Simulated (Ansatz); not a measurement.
# Lattice dynamics of ZrC (model cell, started as CsCl type)

The cell of ZrC (model cell, started as CsCl type) is at rest. What are its phonons? After the zone centre comes a 4×4×4 q mesh on a 12×12×12 k mesh.

Program: Ansatz 0.2.0. Level of theory: DFT LDA, scalar-relativistic, plane waves, PAW. Results are calculated unless marked as measured.

The structure was built from a prototype and need not be the compound's stable phase.

## 1. Set-up

It takes space group Pm-3m (No. 221, cubic). The conventional cell has a = 2.871 Å, b = 2.871 Å, c = 2.871 Å, α = 90.00°, β = 90.00°, γ = 90.00°. Zr has 8 C at 2.49 Å nearest. C has 8 Zr at 2.49 Å nearest. Farther neighbours are not listed.

## 2. Modes at Γ

The cell comes from relaxations at this level that are not shown. The zone centre comes first: it holds the modes that light can see, as far as symmetry allows. No field response is asked, since the mesh shows no gap.

input.yaml

```yaml
crystal:
  lattice:
    - [2.8705367897, 0.0, 0.0]
    - [0.0, 2.8705367897, 0.0]
    - [0.0, 0.0, 2.8705367897]
  atoms:
    - { symbol: Zr, position: [0.0, 0.0, 0.0] }
    - { symbol: C, position: [0.5, 0.5, 0.5] }
kpoints:
  mp_grid: { grid: [12, 12, 12] }
hamiltonian:
  xc: lda
scf:
  occupations: { method: methfessel_paxton, width: 0.15 }
output:
  eigenvalues: true
phonons:
  method: dfpt
```

Run with:

```sh
$ ansatz run input.yaml --threads 4 --pin off --max-ram 7168MiB --backend cpu --events-out ev --progress --plain --runs-dir out
```

Numbers of over 12 decimals in the logs are rounded to 6 here.

Log:

```text
Engine: ansatz 0.2.0, aarch64-unknown-linux-gnu
Pseudopotentials: kind: paw
Pseudopotential: Zr, paw, valence charge 12, recommended cutoff 420 eV (normal), Zr.paw.azcp
Pseudopotential: C, paw, valence charge 4, recommended cutoff 420 eV (normal), C.paw.azcp
Functional definition: SPW92
  exchange = slater_x
  correlation = pw_c
Crystal: 2 atoms, lattice volume = 23.653 Å³
Basis set: ecut = 420 eV, 461 PW (Γ), exchange–correlation on 40×40×40 points (8 copies of the dense FFT grid, shifted against one another)
Bands: 12, of which v1, the nominal top of the filled ones, is band 8 counted from 1 (7 counted from 0)
Symmetry: 48 space group operations
k-points: 196 of 1728 (irreducible under 8 space group operations, time reversal used)
Non-local potential: Zr, projectors of the file, l = 0: 3, l = 1: 2, l = 2: 2, l = 3: 2
Non-local potential: C, projectors of the file, l = 0: 2, l = 1: 2, l = 2: 1
PAW form: soft (Blöchl's): semilocal exchange-correlation on the pseudo side does not see the compensation charge
PAW frozen core: Zr, regenerated for the run's functional, and the local potential with it (the file was generated under x = pbe(κ = 0.804, μ = 0.219515), c = pbe(β = 0.066725))
PAW frozen core: C, regenerated for the run's functional, and the local potential with it (the file was generated under x = pbe(κ = 0.804, μ = 0.219515), c = pbe(β = 0.066725))
PAW one-centre angular grid: Zr, 590 points (default); XC on 64 Gauss nodes
PAW one-centre angular grid: C, 110 points (default); XC on 64 Gauss nodes
Initial density: superposition of atomic densities (neutral atoms: chi_scale 0, normalization atom), corrected by the library's trained network
Initial wavefunctions: pseudopotential atomic-orbital guess
Functional: x = slater, c = lda
SCF iter   1: F=—  HF=-4319.904066 eV  |F-HF|=—  |Δ(HF+E_count)|=         —  Δρ=1.06e-2  dr2=3.57e-2  ethr=1.77e-3  ⟨swp⟩=5.0  Hψ=11997  notcnv=0
preconditioner: auto → none  [metal: Δε(μ)=0.004 eV  Ē_g=17.694 eV  σ=0.150 eV  W_gap=0.02  n_scr=6 (ndim 8)  ℏωp=28.6 eV  f_vac=0.000  D(μ)=2.35/eV (n_scr^D=26)  sad-step TF]
SCF iter   2: F=—  HF=-4319.901046 eV  |F-HF|=—  |Δ(HF+E_count)|=   3.02e-3  S|Δr|=    0.00e0  Δρ=7.30e-3  dr2=1.93e-2  ethr=2.23e-4  ⟨swp⟩=1.0  Hψ=3920  notcnv=0
SCF iter   3: F=—  HF=-4319.897991 eV  |F-HF|=—  |Δ(HF+E_count)|=   3.05e-3  S|Δr|=    0.00e0  Δρ=1.29e-3  dr2=1.56e-4  ethr=1.21e-4  ⟨swp⟩=1.9  Hψ=2608  notcnv=0
SCF iter   4: F=—  HF=-4319.897946 eV  |F-HF|=—  |Δ(HF+E_count)|=   4.56e-5  S|Δr|=    0.00e0  Δρ=2.45e-4  dr2=1.76e-5  ethr=9.73e-7  ⟨swp⟩=2.0  Hψ=3884  notcnv=0
SCF iter   5: F=—  HF=-4319.897941 eV  |F-HF|=—  |Δ(HF+E_count)|=   4.37e-6  S|Δr|=    0.00e0  Δρ=6.30e-5  dr2=1.22e-6  ethr=1.10e-7  ⟨swp⟩=2.6  Hψ=3946  notcnv=0
SCF iter   6: F=—  HF=-4319.897942 eV  |F-HF|=—  |Δ(HF+E_count)|=   8.83e-7  S|Δr|=    0.00e0  Δρ=5.96e-6  dr2=7.52e-9  ethr=7.60e-9  ⟨swp⟩=2.7  Hψ=3979  notcnv=0
SCF iter   7: F=—  HF=-4319.897942 eV  |F-HF|=—  |Δ(HF+E_count)|=   2.07e-9  S|Δr|=    0.00e0  Δρ=3.84e-7  dr2=2.62e-11  ethr=4.70e-11  ⟨swp⟩=2.2  Hψ=3841  notcnv=0
SCF iter   8: F=-4319.897942 eV  HF=-4319.897942 eV  |F-HF|=0.00e0  |Δ(HF+E_count)|=  3.64e-12  S|Δr|=    0.00e0  Δρ=1.86e-8  dr2=6.96e-14  ethr=1.00e-12  ⟨swp⟩=5.1  Hψ=9143  notcnv=0
SCF 1 converged in 8 iterations: F = -4319.897942 eV  dr2 = 6.96e-14
  greatest PAW one-centre occupation: 0.998 electrons in one spin orbital (limit 2), on the Zr atom at site 0 (counted from 0), in its partial waves of l = 0
DFPT response loops at Γ: preconditioner auto → Kerker (q_TF=auto, 2.556 Å⁻¹) (partly filled bands, converged f_vac=0.000); β = 1.00, the filter's whole step (`scf.mixing.beta` (0.50) is not read by the response loops under this deck's `scf.mixing.preconditioner`; to damp them name `kerker` or `kerker_dos`, under which they read `scf.mixing.beta`, and type it under 1.00, their step now; both keys bind the ground state too); Broyden in place of MSR1
SCF converged after 8 iterations
Stability not checked: this state was not tested for a lower state beside it, because cold or Methfessel-Paxton smearing, or corrected tetrahedra, fill the levels in a way that the test cannot read (fill_not_monotonic; see scf.lower_state_search)
Free energy (F): -4319.897942 eV
Harris-Foulkes:  -4319.897942 eV  (|F-HF|=0.00e0)
Internal energy: -4319.896387 eV  (E = F + TS)
E sigma→0 (E₀):  -4319.897553 eV
Entropy (-TS):   -0.001555 eV (-0.778 meV/atom)
Fermi energy:    16.552746 eV
Step filling:    the computed levels leave a gap of 0.0145 eV = 0.1 smearing widths at the electron count; against every level under it full and every level over it empty, smearing changes F+E_penalty+E_count by -0.743 meV and its σ→0 estimate by -0.354 meV
--- Per-component energies (eV) ---
  E_band       = -22.612244
  E_kinetic    = 424.937190
  E_local      = -532.900829  (includes V_loc(G=0)·N_el)
  E_nonlocal   = 111.375623
  E_hartree    = 158.245819
  E_xc         = -210.218461
  E_vxc        = -252.600418  (∫ρ·V_xc dr)
  E_paw        = -2940.042207  (= ΣΔE_a)
  E_vpaw       = -89.915473  (= ΣTr[D̂ρ^β])
  E_aug_tail   = 0.000027  (compensation charges beyond the density's cutoff)
  E_ewald      = -1331.726782
  E_core_change = 0.433233  (= ΣΔE_core)
  E_smearing   = -0.001555  (= −TS)
  E_closure    = 0.000000  (closes the sum)
  Σ components = -4319.897942   (vs F -4319.897942, Δ=0.00e0)
--- Band table (eV; the first three rows and the last of 196) ---
  k-point 0: bands = [... 4 lower, 4.6705, 14.4500, 14.4500, 17.8284, 17.8284, 17.8284, 22.1327, 22.1327]
  k-point 1: bands = [... 4 lower, 4.8208, 14.4424, 14.5135, 17.6062, 17.6062, 17.7635, 22.1644, 22.3212]
  k-point 2: bands = [... 4 lower, 5.2427, 14.1354, 14.6943, 17.0714, 17.0714, 18.0104, 22.2527, 22.7876]
  k-point 195: bands = [... 4 lower, 9.5200, 10.9469, 10.9469, 10.9469, 24.8422, 24.8422, 25.7228, 25.7228]
--- Phonons (Γ-DFPT): 2 representative perturbations + reference, on 196 of 1728 k-points (Σ response iterations 6) ---
  k mesh reduced under 8 symmetry operations, with k and −k counted as one. Each operation leaves every solved perturbation unchanged. A smaller set is not used because it would not reduce the number of displacements times k-points to solve
  ASR residual: 1.262e-5 → 0.000e0 eV/Å²; symmetrization residual: 8.855e-7 eV/Å²
  ASR residual per site (eV/Å²): 1.06e-5 1.26e-5
  Γ frequencies (cm⁻¹): 0.00 0.00 0.00 224.26 224.26 224.26
  non-analytic LO–TO correction: not included (Born effective charges unavailable; polar crystals: no LO–TO splitting at Γ)
```

It took 3.3 s on 4 threads of Arm Neoverse V2, shared host; peak memory 0.46 GiB; 11 s of CPU time.

The column dr2 measures how far the density is from self-consistency, as an energy; F and HF (Harris–Foulkes) agree once it is small.

This step gave:

| Property | Result |
| --- | --- |
| volume per atom | 11.83 Å³ |
| gap on the k-mesh | 0 eV |
| sum-rule residual before enforcement | 1.26e-5 eV/Å² |
| point group | m-3m |
| highest optical mode at the zone centre (no LO-TO term) | 224.3 cm⁻¹ |
| lowest optical zone-centre mode | 224.3 cm⁻¹ |

Patterns of degenerate modes are one choice out of their space. The modes at Γ (shares of kinetic energy by element, %):

```
mode  frequency (cm⁻¹)  symmetry  Zr %  C %
   1               0.0  acoustic    88   12
   2               0.0  acoustic    88   12
   3               0.0  acoustic    88   12
   4             224.3       T1u    12   88
   5             224.3       T1u    12   88
   6             224.3       T1u    12   88
```

Displacements in mode 5 (224.3 cm⁻¹), the largest set to 1:
```
Zr1  0.00  0.00 -0.13
C2   0.00  0.00  1.00
```

Before it was imposed, the acoustic sum rule was missed by 1.3e-5 eV/Å². Small misses are needed for a sound result but don't prove that mesh and cutoff are converged. The lowest optical mode is real, 224 cm⁻¹.

(Continued in part 2 of 2.)

[Logs are printed without paths, hosts, clocks, repeated set-up lines and the standing remarks that a program may print on its own settings, such as how far it seeks lower states.]

[Hosts, paths, dates, database ids (printed as entryN), source tags and the programs' standing remarks are cut or masked in the printed files.]
